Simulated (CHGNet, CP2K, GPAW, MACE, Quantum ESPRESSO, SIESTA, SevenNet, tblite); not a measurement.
**Forces in random packing of Si51C37H13 (at. %) (71 atoms), program by program**

One geometry of random packing of Si51C37H13 (at. %) (71 atoms) is solved by several programs and methods. How far do their forces lie from a plane-wave PBE run?

Results are calculated, not measured.

## 1. The cell

The cell holds 71 atoms (36 Si, 26 C and 9 H), with edges of 9.93, 9.93 and 9.93 Å. Recipe: 71 atoms (36 Si, 26 C, 9 H) packed at random in a cube at 2.26 g/cm³ and pushed apart as soft spheres; a start for melting by ab initio MD, not an equilibrated structure. Then every atom was moved at random, 0.03 Å r.m.s. a Cartesian component (hydrogen 0.6 of that). The density is 2.26 g/cm³.

## 2. The reference input

Quantum ESPRESSO 7.5: Kohn-Sham DFT, PBE, SSSP efficiency 1.3.0 pseudopotentials, plane waves. Its input, pw.in:

```
&control
  calculation = 'scf'
  pseudo_dir = './pseudo'
  outdir = './tmp'
  disk_io = 'none'
  tprnfor = .true.
  tstress = .true.
/
&system
  ibrav = 0
  nat = 71
  ntyp = 3
  ecutwfc = 45
  ecutrho = 360
  nosym = .true.
  occupations = 'smearing'
  smearing = 'fd'
  degauss = 0.003675
/
&electrons
  conv_thr = 3.5e-07
  electron_maxstep = 100
  mixing_beta = 0.2
  mixing_mode = 'local-TF'
  diagonalization = 'david'
/
ATOMIC_SPECIES
Si 28.085 Si.upf
C 12.011 C.upf
H 1.008 H.upf
CELL_PARAMETERS angstrom
9.92950 0.00000 0.00000
0.00000 9.92950 0.00000
0.00000 0.00000 9.92950
ATOMIC_POSITIONS crystal
Si 0.29602 0.35949 0.82707
Si 0.04819 0.26081 0.40848
Si 0.40965 0.15355 0.79712
Si 0.35282 0.43560 0.48946
[... 65 atom lines left out ...]
H 0.10467 0.13001 0.11905
H 0.83595 0.72812 0.21087
K_POINTS gamma
```

```console
$ OMP_NUM_THREADS=1 mpirun -np 4 pw.x -in pw.in > output.txt
```

Wall time 98 s (4 MPI ranks of Arm Neoverse V1, shared host); peak memory 2.4 GiB; 6.5 min of CPU time.

It converged with an r.m.s. force component of 1.4 eV/Å and a pressure of -6.2 GPa.

## 3. The other programs

- CHGNet: machine-learned potential, published weights.
- CP2K 2026.2: Gaussian basis with GTH pseudopotentials and a plane-wave density; labels give functional, basis (MOLOPT sets; SR short-range, UZH the newer set with its own potentials), grid cutoff/relative cutoff and solver (OT: orbital transformation; TRS4, TC2, SIGN: linear-scaling purification with its sparsity filter), or its built-in tight binding.
- GPAW 26.7.0: PAW with atomic orbitals (LCAO), plane waves or a real-space grid of spacing h.
- MACE: machine-learned potential, published weights.
- Quantum ESPRESSO 7.5: plane waves; labels (QE) give functional, pseudopotential set and cutoffs of waves/density.
- SIESTA 5.4.2: numerical atomic orbitals, whose automatically made sets are far from complete, with PseudoDojo norm-conserving potentials that we converted to its format (checked against plane waves on the same files for H, C, O, Si, Ge and Ca alone); labels give functional, basis size, energy shift and mesh cutoff.
- SevenNet: machine-learned potential, published weights.
- tblite 0.8.0: extended tight binding, driven from Python.

All use the same cell and atoms, and the electronic-structure runs the same k-mesh.

## 4. Side by side

Differences are against the reference: forces as r.m.s. over components, share as that over the reference's r.m.s. force, slope as the fitted ratio of a run's forces to the reference's.

```csv
run,"Δ force, r.m.s. (meV/Å)",share (%),slope,Δ pressure (GPa),cores,CPU time,memory (GiB)
reference,-,-,-,-,4,6.5 min,2.4
CHGNet r2SCAN potential,745,53.0,0.756,-5.78,1,4.6 s,1.0
"CP2K PBE+D3(BJ), DZVP-UZH, 450/50 Ry, diagonalisation",150,10.7,0.948,-1.12,4,7.9 min,3.0
"CP2K PBE, DZVP-UZH, 157/50 Ry, diagonalisation (coarse)",212,15.1,0.980,0.0787,2,5.3 min,0.64
"CP2K PBE, DZVP-UZH, 315/50 Ry, diagonalisation (coarse)",67.1,4.77,0.979,-0.0074,2,6.6 min,1.3
"CP2K PBE, DZVP-UZH, 450/30 Ry, diagonalisation (coarse)",67.0,4.77,0.979,-0.0067,4,6.2 min,2.9
"CP2K PBE, DZVP-UZH, 450/50 Ry, diagonalisation",67.0,4.77,0.979,-0.0071,4,7.9 min,2.9
"CP2K PBE, TZV2P-UZH, 450/50 Ry, diagonalisation",32.4,2.30,0.983,-0.375,4,21 min,3.5
"CP2K RPBE, PBE potentials, DZVP-UZH, 450/50 Ry, diagonalisation",83.8,5.96,0.975,0.809,4,7.9 min,2.9
"GPAW PBE, LCAO dzp, h 0.2 Å",118,8.37,1.021,-,1,4 min,0.98
"GPAW PBE, LCAO dzp, h 0.28 Å (coarse)",359,25.5,1.026,-,1,2.1 min,0.52
"GPAW PBE, LCAO szp(dzp), h 0.2 Å (coarse)",273,19.4,1.036,-,1,3.1 min,0.95
MACE MP-0b3 medium potential,473,33.7,0.891,-1.07,1,9.1 s,0.96
"QE PBE+D3(BJ), sssp-1.3.0-efficiency, 45/360 Ry",123,8.78,0.969,-1.14,2,5.7 min,2.2
"QE PBE, sg15-1.2, 60/240 Ry (coarse)",15.6,1.11,1.002,-0.416,2,3.2 min,0.84
"SIESTA PBE, DZP, shift 0.01 Ry, mesh 300 Ry",107,7.59,1.017,1.26,2,5 min,1.3
"SIESTA PBE, TZP, shift 0.01 Ry, mesh 300 Ry",103,7.32,1.024,1.05,2,7 min,1.5
SevenNet 0 potential,651,46.3,0.791,-3.34,1,8.9 s,0.85
tblite GFN1-xTB,800,56.9,1.416,2.51,1,3.6 s,0.12
```

Rows marked coarse use a setting chosen to be so.

Times of the machine-learned potentials are mostly Python's start and the loading of weights.

CPU time is summed over cores on shared hosts, so it is rough.

## 5. What came out

Forces lie from 1.1 % (QE PBE, sg15-1.2, 60/240 Ry, coarse) to 57 % (tblite GFN1-xTB) of the reference's r.m.s. force of 1.4 eV/Å away from it. The PBE runs in local orbitals, coarse settings apart, differ by 2.3 % (CP2K PBE, TZV2P-UZH, 450/50 Ry, diagonalisation) to 8.4 % (GPAW PBE, LCAO dzp, h 0.2 Å); basis, grid and potentials can all enter. Tight binding differs by 57 % (tblite GFN1-xTB); it is another model, with fitted parameters of its own, and the xTB methods hold dispersion. Machine-learned potentials differ by 34 % (MACE MP-0b3 medium potential) to 53 % (CHGNet r2SCAN potential); they were trained on other programs' data, some at another functional. Among those trained on PBE data the slope goes as low as 0.79, with a correlation of 0.89, so directions differ as well as sizes.

In the reference's own program, potentials and cutoffs, a change of model alone moves forces by 8.8 % (QE PBE+D3(BJ), sssp-1.3.0-efficiency, 45/360 Ry). Other rows with another functional or a dispersion term differ by 6.0 % (CP2K RPBE, PBE potentials, DZVP-UZH, 450/50 Ry, diagonalisation) to 11 % (CP2K PBE+D3(BJ), DZVP-UZH, 450/50 Ry, diagonalisation), which mixes the change of model with differences of basis and potentials, some of them made for another functional. Runs with settings chosen to be coarse differ by 1.1 % (QE PBE, sg15-1.2, 60/240 Ry) to 26 % (GPAW PBE, LCAO dzp, h 0.28 Å), their programs' other errors included. From CP2K PBE, DZVP-UZH, 157/50 Ry, diagonalisation to the finer CP2K PBE, DZVP-UZH, 450/50 Ry, diagonalisation the share falls from 15 to 4.8 %. From GPAW PBE, LCAO dzp, h 0.28 Å to the finer GPAW PBE, LCAO dzp, h 0.2 Å the share falls from 26 to 8.4 %. Pressures at PBE, coarse settings apart, lie -0.38 to +1.26 GPa from the reference's.

**Limits.** Periodic xTB results under one method name differ between programs and library versions. The reference's pressure holds the uncorrected Pulay stress of its 45 Ry basis, so small pressure differences, may be the reference's own error. The electron count is odd in these runs, and they have no spin polarisation, so the unpaired electron is spread evenly over both spins. Machine-learned potentials mimic data converged in k, so the reference's own k-point error enters their differences. The reference's stress is far from hydrostatic: its diagonal is -8.2, -6.3, -4.1 GPa, compression counted positive. The electron count is odd and the run has no spin polarisation, so levels at the top are partly filled by construction. The electronic-structure runs sample only Γ, in a cell whose shortest periodic width is 10 Å, which is coarse for a cell with partly filled levels. The reference's pressure of -6.2 GPa reflects the volume that the recipe set, positions that aren't this level's minimum and the basis. The reference's 45/360 Ry lie under the cutoffs that SSSP recommends for H (60/480 Ry). Where levels are smeared, the DFT runs use Fermi–Dirac occupations at 580 K (0.05 eV), and energies are free energies. The atoms were displaced at random, and shares hang on the size of the forces that this gives. The reference's cutoffs and mesh weren't converged further here.

[Long decimals in the printed logs are rounded to 6 places.]

[Logs are printed without paths, hosts, clocks, repeated set-up lines and the standing remarks that a program may print on its own settings, such as how far it seeks lower states.]

[Hosts, paths, dates, database ids (printed as entryN), source tags and the programs' standing remarks are cut or masked in the printed files.]

[Only finished runs are shown, without SIESTA runs on faulty potentials for Cu, Fe, Ni or Zn; cells were taken only where this reference lay near another plane-wave run.]
